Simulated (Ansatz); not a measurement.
## MnF3 (honeycomb trihalide sheet): how robust is the cRPA U?

What does U in MnF3 (honeycomb trihalide sheet) depend on besides the window?

Method: constrained RPA on PBEsol, plane waves, PAW, in Ansatz 0.2.0.

## Step 1: The starting structure

The cell holds 8 atoms: 2 Mn and 6 F. Cell: a = 4.633 Å, b = 4.633 Å, c = 28.224 Å, α = 90.0°, β = 90.0°, γ = 120.0°. Vacuum lies along c.

Structure file:

```cif
data_structure
_symmetry_space_group_name_H-M 'P 1'
_symmetry_Int_Tables_number 1
_cell_length_a 4.6334
_cell_length_b 4.6334
_cell_length_c 28.2240
_cell_angle_alpha 90.000
_cell_angle_beta 90.000
_cell_angle_gamma 120.000
_cell_volume 524.74
loop_
_atom_site_label
_atom_site_type_symbol
_atom_site_fract_x
_atom_site_fract_y
_atom_site_fract_z
_atom_site_occupancy
Mn1 Mn 0.33333 0.66667 0.32263 1
Mn2 Mn 0.66667 0.33333 0.32263 1
F3 F 0.34053 0.00000 0.36106 1
F4 F 0.00000 0.34053 0.36106 1
F5 F 0.65947 0.65947 0.36106 1
F6 F 0.65947 0.00000 0.28421 1
F7 F 0.00000 0.65947 0.28421 1
F8 F 0.34053 0.34053 0.28421 1
```

The structure was relaxed with PBEsol. The structure was generated from a model, not taken from a measurement. The runs that relaxed it are not among those shown. The program's search for lower electronic states was switched off, so nothing shows that the state found is the lowest. The default PAW set here is soft_2. Its files were made with PBE. The Coulomb interaction is cut off across the vacuum.

## Step 2: Base: Mn t2g, bands v4 to c2, 6×6×1 mesh, medium accuracy

Constrained RPA screens the interaction with every transition except those inside the target bands, which a later many-body model would treat itself.

input.yaml

```yaml
crystal:
  lattice:
    - [3.78313651, -1.89156826, 1.89156826]
    - [-1.89156826, -1.89156826, -3.78313651]
    - [16.295134, 16.295134, -16.295134]
  atoms:
    - { symbol: Mn, position: [0.3333333333, 0.6666666667, 0.32263322] }
    - { symbol: Mn, position: [0.6666666667, 0.3333333333, 0.32263322] }
    - { symbol: F, position: [0.3405321922, 0.0, 0.3610575295] }
    - { symbol: F, position: [0.0, 0.3405321922, 0.3610575295] }
    - { symbol: F, position: [0.6594678078, 0.6594678078, 0.3610575295] }
    - { symbol: F, position: [0.6594678078, 0.0, 0.2842089105] }
    - { symbol: F, position: [0.0, 0.6594678078, 0.2842089105] }
    - { symbol: F, position: [0.3405321922, 0.3405321922, 0.2842089105] }
  periodic: [true, true, false]
kpoints:
  mp_grid: { grid: [6, 6, 1] }
hamiltonian:
  xc: pbesol
scf:
  occupations: { method: gaussian, width: 0.08 }
  n_extra_bands: 24
  max_iter: 150
  lower_state_search: "off"
output:
  crpa:
    kmesh: [6, 6, 1]
    target_bands: [v4, c2]
    projections: [{ species: Mn, l: d, shell: 3, orbitals: [dxz, dyz, dxy] }]
  local_orbitals:
    kmesh: [12, 12, 1]
    orbitals: [{ species: Mn, l: d, shell: 3, orbitals: [dxz, dyz, dxy] }]
    window: { bands: [v4, c2] }
    seedname: lo
```

Launch:

```bash
> ansatz run input.yaml --threads 4 --pin off --max-ram 14745MiB --backend cpu --events-out ev --progress --plain --runs-dir out
```

Numbers of over 12 decimals in the logs are rounded to 6 here.

Output:

```text
Warning: crystal.periodic: the lattice vector that does not repeat stood 1e-7° off the slab's normal, 28.224 Å along it as the deck builds it. The run solves the slab on a vector along the normal, 28.224 Å long, with every atom where it was (on the deck's vector they left 26.06 Å outside them, and the widest stretch free of ions among them is 1.08 Å). A fractional position that the run reports is one of the run's cel [...]
crystal.periodic: the lattice vector that does not repeat stood 1e-7° off the slab's normal, 28.224 Å along it as the deck builds it. The run solves the slab on a vector along the normal, 28.224 Å long, with every atom where it was (on the deck's vector they left 26.06 Å outside them, and the widest stretch free of ions among them is 1.08 Å). A fractional position that the run reports is one of the run's cell, which  [...]
scf.n_extra_bands = 24 over 36 filled bands (N_el = 72.0): the run solves 60 bands
Engine: ansatz 0.2.0, aarch64-unknown-linux-gnu
Pseudopotentials: kind: paw
Pseudopotential: Mn, paw, valence charge 15, recommended cutoff 420 eV (normal), Mn.paw.azcp
Pseudopotential: F, paw, valence charge 7, recommended cutoff 420 eV (normal), F.paw.azcp
Functional definition: PBEsol
  exchange = pbesol_x
  correlation = pbesol_c
Crystal: 8 atoms, lattice volume = 524.740 Å³
Basis set: ecut = 420 eV, 10289 PW (Γ)
Bands: 60, of which v1, the nominal top of the filled ones, is band 36 counted from 1 (35 counted from 0)
Symmetry: 12 space group operations
Space group: P-31m (ITA 162), of the structure as read, at distance tolerance 8.1e-5 Å
k-points: 7 of 36
Non-local potential: Mn, projectors of the file, l = 0: 3, l = 1: 2, l = 2: 3, l = 3: 1
Non-local potential: F, projectors of the file, l = 0: 2, l = 1: 2, l = 2: 1
PAW form: soft (Blöchl's): semilocal exchange-correlation on the pseudo side does not see the compensation charge
PAW frozen core: Mn, regenerated for the run's functional, and the local potential with it (the file was generated under x = pbe(κ = 0.804, μ = 0.219515), c = pbe(β = 0.066725))
PAW frozen core: F, regenerated for the run's functional, and the local potential with it (the file was generated under x = pbe(κ = 0.804, μ = 0.219515), c = pbe(β = 0.066725))
PAW one-centre angular grid: Mn, 590 points (default); XC on 64 Gauss nodes
PAW one-centre angular grid: F, 110 points (default); XC on 64 Gauss nodes
Initial density: superposition of atomic densities (neutral atoms: chi_scale 0, normalization atom), corrected by the library's trained network
Initial wavefunctions: pseudopotential atomic-orbital guess
Functional: x = pbesol(κ = 0.804, μ = 0.123457), c = pbesol(β = 0.046)
[...]
cRPA screening: q 22/36 (q-point 11)
cRPA screening: q 26/36 (q-point 12)
cRPA screening: q 28/36 (q-point 15)
cRPA screening: q 30/36 (q-point 16)
cRPA screening: q 34/36 (q-point 17)
cRPA screening: q 36/36 (q-point 22)
SCF converged after 10 iterations
Free energy (F): -12539.021785 eV
Harris-Foulkes:  -12539.021785 eV  (|F-HF|=5.08e-9)
Internal energy: -12538.969965 eV  (E = F + TS)
E sigma→0 (E₀):  -12538.995875 eV
Entropy (-TS):   -0.051820 eV (-6.478 meV/atom)
Fermi energy:    -6.673479 eV
--- Per-component energies (eV) ---
  E_band       = -1884.972652
  E_kinetic    = 1839.538965
  E_local      = -159167.787854  (includes V_loc(G=0)·N_el)
  E_nonlocal   = 925.334108
  E_hartree    = 78193.865410
  E_xc         = -693.717925
  E_vxc        = -893.732269  (∫ρ·V_xc dr)
  E_paw        = -3694.304961  (= ΣΔE_a)
  E_vpaw       = -976.075164  (= ΣTr[D̂ρ^β])
  E_aug_tail   = 0.012157  (compensation charges beyond the density's cutoff)
  E_ewald      = 70057.496178
  E_core_change = 0.593956  (= ΣΔE_core)
  E_smearing   = -0.051820  (= −TS)
  E_closure    = -0.000000  (closes the sum)
  Σ components = -12539.021785   (vs F -12539.021785, Δ=0.00e0)
--- Band table (eV; the first three rows and the last of 7) ---
  k-point 0: bands = [... 32 lower, -7.0970, -7.0970, -6.9863, -6.9236, -6.6769, -6.6769, -4.8985, -4.8985, ... 20 higher]
  k-point 1: bands = [... 32 lower, -7.2397, -7.0902, -7.0792, -6.7558, -6.6922, -6.6168, -4.9672, -4.9083, ... 20 higher]
  k-point 2: bands = [... 32 lower, -7.4090, -7.2607, -7.0798, -6.7268, -6.5954, -6.4951, -5.0294, -4.9339, ... 20 higher]
  k-point 6: bands = [... 32 lower, -7.4394, -7.4394, -7.2304, -6.6896, -6.4587, -6.4587, -5.0036, -4.9172, ... 20 higher]
  the weakly bound empty levels are not read free of the cell's end (no_gap_told)
--- cRPA (band scheme, projected local orbitals): target bands 33..38 (1-based), 6 Wannier function(s), 6×6×1 mesh, 76 bands' worth read of 81 solved, ecut_chi 136.0 eV, v(q+G=0) probe_charge, pair densities all_electron ---
  bands read: the sum over 76 bands ends inside a degenerate multiplet in 1 slot, whose members it reads at an even weight; the widest, k=0: bands 76 to 77 (counted from 1) at 1/2 each
  χ-basis size per q: N_G = 1878..1921
  window electrons = 8.0000, filled by tetrahedron_uncorrected; constrained ε̄⁻¹(q = 0, 0) head = 0.827431; min gauge Gram eig = 0.7540
  Kanamori averages over each shell's own Wannier functions (sites counted from 0, functions from 1):
  Each shell's averages of U are screened by what lies outside the whole window alone: parameters of one model of all the shells.
    Site 0, 3D, 3 of 5 d orbitals (Wannier functions 1, 2, 3; wannier90's mr 2, 3, 5):
      screened: U = 6.6847 eV, U' = 5.5543 eV, J = 0.5257 eV
      screened, to within: U = 1.3e-2 eV, U' = 1.3e-2 eV, J = 7.2e-4 eV
      bare: V = 19.8137 eV, V' = 18.3332 eV, J = 0.7080 eV
    Site 1, 3D, 3 of 5 d orbitals (Wannier functions 4, 5, 6; wannier90's mr 2, 3, 5):
      screened: U = 6.6847 eV, U' = 5.5543 eV, J = 0.5257 eV
      screened, to within: U = 1.3e-2 eV, U' = 1.3e-2 eV, J = 7.2e-4 eV
      bare: V = 19.8137 eV, V' = 18.3332 eV, J = 0.7080 eV
  Hermiticity witness max|P − P†| over intra, direct and exchange elements: 7.11e-15 eV (screened), 5.29e-17 eV (bare)
  Reality witness max|Im| over intra, direct and exchange elements: 2.05e-16 eV (screened), 4.07e-16 eV (bare)
```

It took 24 min on 4 threads of Arm Neoverse V1, shared host; peak memory 3.2 GiB.

The column dr2 measures how far the density is from self-consistency, as an energy; F and HF (Harris–Foulkes) agree once it is small.

This step gave:

| Item | Value |
| --- | --- |
| U | 6.685 eV |
| U prime (inter-orbital) | 5.554 eV |
| J | 0.5257 eV |
| bare V | 19.81 eV |
| bare J | 0.7080 eV |
| stated bound on U | 0.01208 eV |
| U over bare V | 0.3374 |
| electrons in the window | 8.000 |
| head of the constrained inverse dielectric matrix | 0.8274 |
| least eigenvalue of the projection's overlap | 0.7540 |
| target functions | 6 |
| bands in the sums | 76 |
| r.m.s. miss of the model bands | 6.80e-6 eV |
| width of the target bands | 1.074 eV |
| weight of the projected orbitals in the window | 0.8509 |

On the Mn t2g shell, screening brings the on-site interaction from 19.8 eV down to U = 6.68 eV.

## Step 3: Changed: 3×3×1 mesh

input.yaml, as its differences from that of step 2:

```diff
@@ -26,9 +26,4 @@
   crpa:
-    kmesh: [6, 6, 1]
+    kmesh: [3, 3, 1]
     target_bands: [v4, c2]
     projections: [{ species: Mn, l: d, shell: 3, orbitals: [dxz, dyz, dxy] }]
-  local_orbitals:
-    kmesh: [12, 12, 1]
-    orbitals: [{ species: Mn, l: d, shell: 3, orbitals: [dxz, dyz, dxy] }]
-    window: { bands: [v4, c2] }
-    seedname: lo
```

Output:

```text
[...]
Crystal: 8 atoms, lattice volume = 524.740 Å³
Basis set: ecut = 420 eV, 10289 PW (Γ)
Bands: 60, of which v1, the nominal top of the filled ones, is band 36 counted from 1 (35 counted from 0)
Symmetry: 12 space group operations
[...]
k-points: 7 of 36
[...]
SCF iter   1: F=—  HF=-12539.105382 eV  |F-HF|=—  |Δ(HF+E_count)|=         —  Δρ=1.17e-2  dr2=4.10e-1  ethr=1.77e-3  ⟨swp⟩=9.3  Hψ=2460  notcnv=0  defer=61
[...]
SCF iter  10: F=-12539.021785 eV  HF=-12539.021785 eV  |F-HF|=5.08e-9  |Δ(HF+E_count)|=   2.28e-7  Δρ=1.34e-6  dr2=4.32e-9  ethr=1.39e-10  ⟨swp⟩=25.4  Hψ=3516  notcnv=0
SCF 1 converged in 10 iterations: F = -12539.021785 eV  dr2 = 4.32e-9
[...]
NSCF: frozen V_eff on 3 k-points
[...]
cRPA screening: q 1/9
cRPA screening: q 2/9
cRPA screening: q 6/9 (q-point 5)
cRPA screening: q 8/9 (q-point 6)
[...]
k-point 1: bands = [... 32 lower, -7.2397, -7.0902, -7.0792, -6.7558, -6.6922, -6.6168, -4.9672, -4.9083, ... 20 higher]
  k-point 2: bands = [... 32 lower, -7.4090, -7.2607, -7.0798, -6.7268, -6.5954, -6.4951, -5.0294, -4.9339, ... 20 higher]
  k-point 6: bands = [... 32 lower, -7.4394, -7.4394, -7.2304, -6.6896, -6.4587, -6.4587, -5.0036, -4.9172, ... 20 higher]
  the weakly bound empty levels are not read free of the cell's end (no_gap_told)
[...]
χ-basis size per q: N_G = 1878..1919
[...]
Site 0, 3D, 3 of 5 d orbitals (Wannier functions 1, 2, 3; wannier90's mr 2, 3, 5):
      screened: U = 6.7039 eV, U' = 5.5733 eV, J = 0.5259 eV
      screened, to within: U = 1.5e-2 eV, U' = 1.5e-2 eV, J = 8.4e-4 eV
      bare: V = 19.8340 eV, V' = 18.3534 eV, J = 0.7080 eV
    Site 1, 3D, 3 of 5 d orbitals (Wannier functions 4, 5, 6; wannier90's mr 2, 3, 5):
      screened: U = 6.7039 eV, U' = 5.5733 eV, J = 0.5259 eV
      screened, to within: U = 1.5e-2 eV, U' = 1.5e-2 eV, J = 8.4e-4 eV
      bare: V = 19.8340 eV, V' = 18.3534 eV, J = 0.7080 eV
[...]
[key lines of the parts left out:]
SCF converged after 10 iterations
Free energy (F): -12539.021785 eV
Fermi energy:    -6.673479 eV
```

The job ended after 3.2 min (4 threads; peak memory 2.8 GiB; 12 min of CPU time).

This step gave:

```
U                                                 : 6.704 eV
U prime (inter-orbital)                           : 5.573 eV
J                                                 : 0.5259 eV
bare V                                            : 19.83 eV
bare J                                            : 0.7080 eV
stated bound on U                                 : 0.01455 eV
U over bare V                                     : 0.3380
electrons in the window                           : 8
head of the constrained inverse dielectric matrix : 0.7987
least eigenvalue of the projection's overlap      : 0.7547
target functions                                  : 6
bands in the sums                                 : 76
width of the target bands                         : 1.074 eV
weight of the projected orbitals in the window    : 0.8509
```

On the Mn t2g shell, screening brings the on-site interaction from 19.8 eV down to U = 6.70 eV.

## Step 4: Changed: more bands than orbitals

input.yaml, as its differences from that of step 3:

```diff
@@ -26,4 +26,4 @@
   crpa:
-    kmesh: [3, 3, 1]
-    target_bands: [v4, c2]
+    kmesh: [6, 6, 1]
+    target_bands: [v4, c3]
     projections: [{ species: Mn, l: d, shell: 3, orbitals: [dxz, dyz, dxy] }]
```

Output:

```text
Error: invalid value for `output.crpa.projections`: 6 orbital(s) selected but the target window spans 7 band(s); name one orbital per band of it
crystal.periodic: the vector that does not repeat, 1e-7° off the slab's normal and 28.224 Å along it as the deck builds it, stands along the normal, 28.224 Å long
```

It took 0.1 s on 4 threads; peak memory 0.081 GiB.

The program refused the input before any cycle.

The program's message: “Error: invalid value for `output.crpa.projections`: 6 orbital(s) selected but the target window spans 7 band(s); name one orbital per band of it”

The fault put into this input: more bands than orbitals.

## Step 5: Changed: strain -3%

The cell differs from the one that the last finished run ended in (a 4.633 → 4.494 Å, b 4.633 → 4.494 Å).

input.yaml, as its differences from that of step 4:

```diff
@@ -2,4 +2,4 @@
   lattice:
-    - [3.78313651, -1.89156826, 1.89156826]
-    - [-1.89156826, -1.89156826, -3.78313651]
+    - [3.6696424147, -1.8348212122, 1.8348212122]
+    - [-1.8348212122, -1.8348212122, -3.6696424147]
     - [16.295134, 16.295134, -16.295134]
@@ -27,3 +27,8 @@
     kmesh: [6, 6, 1]
-    target_bands: [v4, c3]
+    target_bands: [v4, c2]
     projections: [{ species: Mn, l: d, shell: 3, orbitals: [dxz, dyz, dxy] }]
+  local_orbitals:
+    kmesh: [12, 12, 1]
+    orbitals: [{ species: Mn, l: d, shell: 3, orbitals: [dxz, dyz, dxy] }]
+    window: { bands: [v4, c2] }
+    seedname: lo
```

Output:

```text
[...]
Crystal: 8 atoms, lattice volume = 493.728 Å³
Basis set: ecut = 420 eV, 9701 PW (Γ)
Bands: 60, of which v1, the nominal top of the filled ones, is band 36 counted from 1 (35 counted from 0)
Symmetry: 12 space group operations
[...]
k-points: 7 of 36
[...]
screened: U = 6.8054 eV, U' = 5.6841 eV, J = 0.5229 eV
      screened, to within: U = 1.3e-2 eV, U' = 1.3e-2 eV, J = 7.0e-4 eV
      bare: V = 19.6839 eV, V' = 18.2139 eV, J = 0.6996 eV
    Site 1, 3D, 3 of 5 d orbitals (Wannier functions 4, 5, 6; wannier90's mr 2, 3, 5):
      screened: U = 6.8054 eV, U' = 5.6841 eV, J = 0.5229 eV
      screened, to within: U = 1.3e-2 eV, U' = 1.3e-2 eV, J = 7.0e-4 eV
      bare: V = 19.6839 eV, V' = 18.2139 eV, J = 0.6996 eV
[...]
[key lines of the parts left out:]
SCF converged after 9 iterations
Free energy (F): -12538.846830 eV
Fermi energy:    -6.424981 eV
```

It took 24 min on 4 threads; peak memory 3.1 GiB.

This step gave:

```
U                                                 : 6.805 eV
U prime (inter-orbital)                           : 5.684 eV
J                                                 : 0.5229 eV
bare V                                            : 19.68 eV
bare J                                            : 0.6996 eV
stated bound on U                                 : 0.01207 eV
U over bare V                                     : 0.3457
electrons in the window                           : 8.000
head of the constrained inverse dielectric matrix : 0.8285
least eigenvalue of the projection's overlap      : 0.7388
target functions                                  : 6
bands in the sums                                 : 76
r.m.s. miss of the model bands                    : 1.05e-5 eV
width of the target bands                         : 1.328 eV
weight of the projected orbitals in the window    : 0.8405
```

On the Mn t2g shell, screening brings the on-site interaction from 19.7 eV down to U = 6.81 eV.

## Step 6: Side by side

Times are wall times on 4 threads of Arm Neoverse V1, shared host, good to a factor of about two.

| run | bare V (eV) | U (eV) | J (eV) | bound on U (eV) | width (eV) | time |
| --- | --- | --- | --- | --- | --- | --- |
| target window | 19.81 | 6.685 | 0.526 | 0.0121 | 1.07 | 24 min |
| 3×3×1 mesh | 19.83 | 6.704 | 0.526 | 0.0146 | 1.07 | 3.2 min |
| strain -3% | 19.68 | 6.805 | 0.523 | 0.0121 | 1.33 | 24 min |

## Step 7: What came out

```yaml
target_window: U 6.68 eV, J 0.53 eV
3x3x1_mesh: U 6.70 eV, J 0.53 eV
strain_minus_3: U 6.81 eV, J 0.52 eV
```

**Reading.** 3×3×1 mesh moves U by +0.02 eV (within the solver's bounds, for the mean over orbitals) at 0.13 times the time. Strain -3% moves U by +0.12 eV. The printed bound covers the solver alone, not the mesh, and no denser mesh than the base was run. The parent state is non-magnetic and the interaction static (zero frequency); U depends on the window and the orbitals, so it belongs to this model alone. A model of the t2g bands alone assumes low spin; where the ion is high-spin, as for many Cr, Mn, Fe and Co compounds, the eg bands are needed too.

[Paths, hosts, dates, memory and timing lines, banners, echoed tables and standing remarks are left out of the program output.]

[Logs are printed without paths, hosts, clocks, repeated set-up lines and the standing remarks that a program may print on its own settings, such as how far it seeks lower states.]

[Runs of the session that timed out or met a known fault of the program may be left out.]

[Hosts, paths, dates, database ids (printed as entryN), source tags and the programs' standing remarks are cut or masked in the printed files.]
